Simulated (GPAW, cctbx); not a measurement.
# How far are the atoms of BeCu4Bi from free atoms?

Aim: compute the bonding part of the density of BeCu4Bi, find which reflections carry it, and see how it biases an ordinary refinement.

The cell comes from substitution in a known structure type and wasn't matched to any measured phase. All numbers below are calculated.

### 1. Relax the structure

The density hangs on the geometry, so cell and atoms are relaxed first, with the symmetry held. The cutoff is set higher than for the density because stress converges slowly with plane waves.

Settings: GPAW 26.7.0, PBE, 570 eV, 5×4×4 k-points (along the axes of the calculation cell), Fermi–Dirac width 0.1 eV, BFGS to 0.03 eV/Å.

```text
cell
1.0
     0.000000000    0.000000000    3.785000000
     5.122000000    0.000000000    0.000000000
    -2.561000000    4.435782118    0.000000000
Bi Cu Be
1 4 1
Direct
0.000000000 0.000000000 0.000000000
0.500000000 0.496300000 0.992600000
0.500000000 0.496300000 0.503700000
0.500000000 0.007400000 0.503700000
0.000000000 0.666666667 0.333333333
0.000000000 0.333333333 0.666666667
```

```console
$ OMP_NUM_THREADS=1 mpirun -n 4 gpaw python run.py > gpaw.log
```

```text
BFGS:    0      -22.151943        0.469484
BFGS:    1      -22.160944        0.435006
BFGS:    2      -22.185828        0.250171
BFGS:    3      -22.188199        0.218018
...
BFGS:   10      -22.208944        0.335983
BFGS:   11      -22.214395        0.245429
BFGS:   12      -22.221368        0.025605
cell  3.9817 5.0580 5.0580  120.00 90.00 90.00
volume 88.218 A^3, largest force 0.012 eV/A, largest stress 0.28 GPa
```

After 12 steps the volume has changed by +2.6 % and the energy by -0.069 eV; the largest stress left is 0.28 GPa. It took 90 s on 4 cores of Arm Neoverse V2 (shared host), peak memory 1.1 GiB.

Relaxed structure: P-6m2 (no. 187), a = 5.0580 Å, b = 5.0580 Å, c = 3.9817 Å, α = 90.00°, β = 90.00°, γ = 120.00°.

| atom | mult. | x | y | z |
| --- | --- | --- | --- | --- |
| Bi1 | 1 | 0 | 0 | 0 |
| Cu1 | 3 | 0.4952 | 0.9905 | 1/2 |
| Cu2 | 1 | 2/3 | 1/3 | 0 |
| Be1 | 1 | 1/3 | 2/3 | 0 |

### 2. The all-electron density

X-rays see the whole electron density, so the PAW density is rebuilt with its core regions. Subtracting spherical free atoms from the same code cancels the cores and leaves the deformation density Δρ, the part due to bonding.

Settings: PBE, 450 eV, 6×5×5 k-points (along the axes of the calculation cell), Fermi–Dirac width 0.1 eV; primitive cell of 6 atoms.

```console
$ OMP_NUM_THREADS=1 mpirun -n 4 gpaw python run.py > gpaw.log
```

```text
|iter:   1|       0s |  -26.764762 | +0.19 |       |
|iter:   2|       1s |  -24.526457 | -1.54 | -0.95 |
|iter:   3|       1s |  -22.198227 | -1.05 | -1.06 |
...
|iter:  10|       6s |  -22.070563c| -6.52 | -3.89 |
|iter:  11|       6s |  -22.070560c| -7.18 | -4.27c|
|iter:  12|       7s |  -22.070559c| -7.48c| -4.98c|
```

```text
grid (40, 50, 50)  electrons 203.000  moved by bonding 1.185 e
deformation density beyond 0.5 A of the nuclei: max 0.076, min -0.195 e/A^3
atom        x       y       z   Voronoi charge  moment
Bi1    0.0000  0.0000  0.0000      0.196       0.00
Cu2    0.5000  0.4952  0.9905     -0.010       0.00
Cu3    0.5000  0.4952  0.5048     -0.010       0.00
Cu4    0.5000  0.0095  0.5048     -0.010       0.00
Cu5    0.0000  0.6667  0.3333     -0.020       0.00
Be6    0.0000  0.3333  0.6667     -0.146       0.00
mean inner potential of superposed free atoms 20.974 V
total magnetic moment 0.000 muB
```

Deformation density in a plane through the shortest contact of the Cu atom at the origin, in 0.01 e/Å³ (clipped at ±99); x from -1.6 to 4.0 Å, y from 2.4 down to -2.4 Å:

```text
  3   .   .   .   1   3   4   3   3   2   1   0  -2  -1  -2   .
  0   0   .   7   4   6   6   5   4   3   2   1  -1  -2  -2   .
  0  -2  -1   3   6   7   7   6   5   4   3   1   0  -2  -1   0
  1   1   2   4   5   6   7   7   7   6   3   1   0  -1  -1  -2
  2   3   2   1  -3  -1   4   7   7   5   2  -1  -2  -1   0   1
  2   3   0  -9   . -12  -5   5   6   4   6   .  -2  -1   2   2
  1   4  -2 -21   .   .  -9   3   4   2   .   .   5   2   4   4
  2   6   1 -10   . -18  -4   2   2  -1   0   .   4   5   6   6
  5   7   5   1  -4  -2   2   3   1  -1  -2   1   4   7   7   7
  7   7   7   6   5   5   4   3   2   1   1   3   4   5   6   7
  5   6   7   7   5   1  -3  -2   1   2   2   1  -4  -7  -2   5
  3   4   6   6   1  -9   . -12  -4   3   3  -4   .   . -14  -1
  2   3   4   4  -2 -15   .   .  -7   4   4  -7   .   .   .  -3
```

Atoms in or within 0.15 Å of the plane: Cu (3.2, -2.3), Cu (0.0, 0.0), Cu (0.8, -2.4), Be (2.4, 0.0), Be (-0.8, 2.3) Å. Dots mark points within about 0.45 Å of a nucleus; large values next to them are atomic features.

Be gains most (-0.15 e) and Bi loses most (+0.20 e), in averages over each element's sites, which isn't the order of electronegativity: valence and coordination count too, and Voronoi cells cut space at the midplane whatever the atoms' sizes. Along the shortest contact from the Cu atom at the map's origin, Cu–Be at 2.44 Å, Δρ is +0.04 e/Å³ at the midpoint: little piles up between the atoms. At the midpoints of other shortest contacts it is +0.05 (Cu–Cu, 2.46 Å), +0.01 (Bi–Cu, 2.92 Å) and -0.01 (Bi–Be, 2.92 Å) e/Å³. Point values carry grid noise of about 0.01 e/Å³. The run needed 12 iterations, 12 s.

### 3. From the density to structure factors

The Fourier components of Δρ, added to those of the free atoms, give the static X-ray structure factors; the Mott–Bethe relation turns them into the Fourier components V of the potential that fast electrons feel.

```text
static structure factors of the conventional cell: F in electrons, V (Mott-Bethe) in volts
   h  k  l      d  |F| table  |F| free   |F| DFT   change   |V| free  |V| DFT  change %
   1  0  0  4.3804    39.912    39.901    39.750   -0.151     1.749    1.903      8.8
   0  0  1  3.9817    26.675    26.777    26.857    0.080     1.831    1.765     -3.6
   1  0  1  2.9464    86.837    86.706    86.600   -0.105     5.443    5.491      0.9
   1  1  0  2.5290    72.658    72.639    72.730    0.091     4.850    4.820     -0.6
   2  0  0  2.1902   124.248   123.800   123.257   -0.542     7.705    7.839      1.8
   1  1  1  2.1348   113.711   113.366   112.960   -0.406     7.435    7.531      1.3
   0  0  2  1.9909   154.557   153.882   153.095   -0.787    10.115   10.277      1.6
   2  0  1  1.9190    19.572    19.175    18.771   -0.404     2.283    2.398      5.0
   1  0  2  1.8124    35.103    35.265    35.514    0.250     1.134    1.103     -2.8
   2  1  0  1.6556    37.797    37.886    37.965    0.079     1.427    1.430      0.2
   1  1  2  1.5643    62.807    62.791    62.784   -0.007     3.108    3.109      0.0
   2  1  1  1.5287    69.811    69.742    69.693   -0.049     3.250    3.256      0.2
   2  0  2  1.4732   105.834   105.574   105.416   -0.158     5.541    5.559      0.3
   3  0  0  1.4601    61.214    61.193    61.269    0.076     2.903    2.895     -0.3
```

The largest X-ray change is -0.79 e on 002, 0.5 % of |F|. For electrons V goes as (Z − F)/g², so a change of F counts against Z − F, which is small at low angle and wherever the atoms' terms cancel: |V| of 100 moves by +8.8 % (1.75 to 1.90 V) against -0.4 % in |F|. The tabulated Hartree–Fock atoms differ from the free DFT atoms by up to 0.67 e, so the choice of reference atom matters too.

### 4. How cheap can the run be?

Cutoff and k-mesh: one is changed at a time, to find what the result needs.

```
         run  ΔF 002 (e)  ΔF 200 (e)  ΔF 111 (e)  q(Be) (e)  moved (e)   time
450 eV 6×5×5      -0.787      -0.542      -0.406     -0.146      1.185   12 s
250 eV 6×5×5      -0.803      -0.553      -0.417     -0.138      1.203  6.9 s
350 eV 6×5×5      -0.802      -0.552      -0.414     -0.144      1.233   11 s
750 eV 6×5×5      -0.785      -0.541      -0.404     -0.143      1.172   21 s
450 eV 2×2×2      -0.768      -0.501      -0.425     -0.192      1.212  6.5 s
450 eV 3×3×3      -0.823      -0.511      -0.398     -0.143      1.163    7 s
```

Within 0.02 e of the base on all three: 250 eV 6×5×5, 350 eV 6×5×5 and 750 eV 6×5×5. The largest error, 0.041 e, comes with 450 eV 2×2×2. Times are from shared hosts.

### 5. Refining ordinary atoms against data with bonding

Routine crystallography fits spherical atoms. To see the bias, intensities are simulated from tabulated atoms plus the DFT change ΔF, so that bonding alone can misfit (2924 reflections of the full sphere, merged to the counts below, to 0.5 Å, 0.5 % proportional noise plus counting noise, assumed isotropic U as listed, Δρ smeared by the mean U) and refined with cctbx over different ranges.

| range | data | R1 | GooF | U Bi1 (true 0.0044) | U Cu1 (true 0.0065) | U Cu2 (true 0.0065) | U Be1 (true 0.0108) | largest shift (Å) | Δρ max, min (e/Å³) |
| --- | --- | --- | --- | --- | --- | --- | --- | --- | --- |
| all data | 327 | 0.0029 | 1.03 | 0.0044 | 0.0065 | 0.0066 | 0.0111 | 0.0004 | 0.26, -0.33 |
| low resolution, d > 0.84 | 84 | 0.0028 | 1.25 | 0.0042 | 0.0065 | 0.0067 | 0.0090 | 0.0003 | 0.17, -0.14 |
| high order, d < 0.75 | 216 | 0.0027 | 0.89 | 0.0044 | 0.0065 | 0.0064 | 0.0130 | 0.0006 | 0.19, -0.26 |
| occupancies free, d > 0.7 | 136 | 0.0025 | 1.04 | 0.0044 | 0.0063 | 0.0059 | 0.0146 | 0.0002 | 0.19, -0.18 |

With all data GooF is 1.03, so at this noise the bonding hardly shows; the top residual peak, near noise level, lies 1.12 Å from Be and 1.67 Å from Cu. No U is off by more than 3 s.u. at low resolution. With Bi1 held at 1 and the scale free, the other occupancies refine to Cu1 0.993(0.001), Cu2 0.986(0.004) and Be1 1.080(0.036), on sites that are all full: they absorb part of the misfit, and only ratios to the fixed site mean anything.

### 6. Answer

Bonding moves 1.19 e in the primitive cell of BeCu4Bi and changes the structure factors of the conventional cell in the table above by at most 0.79 e (002, 0.5 %), and among reflections above 2 % of the strongest by up to 2.1 % (201). The shortest bond, Cu–Be, has Δρ = +0.04 e/Å³ at its midpoint. Within 0.02 e of the base on all three: 250 eV 6×5×5, 350 eV 6×5×5 and 750 eV 6×5×5. The largest error, 0.041 e, comes with 450 eV 2×2×2. With all data GooF is 1.03, so at this noise the bonding hardly shows. Limits: static density, frozen cores, no spin–orbit coupling.

[Outputs are excerpts: Python notices, other lines and further rows are left out; steps that failed or that the build refused (PBEsol, TPSS) are not shown.]

[Logs are printed without paths, hosts, clocks, repeated set-up lines and the standing remarks that a program may print on its own settings, such as how far it seeks lower states.]
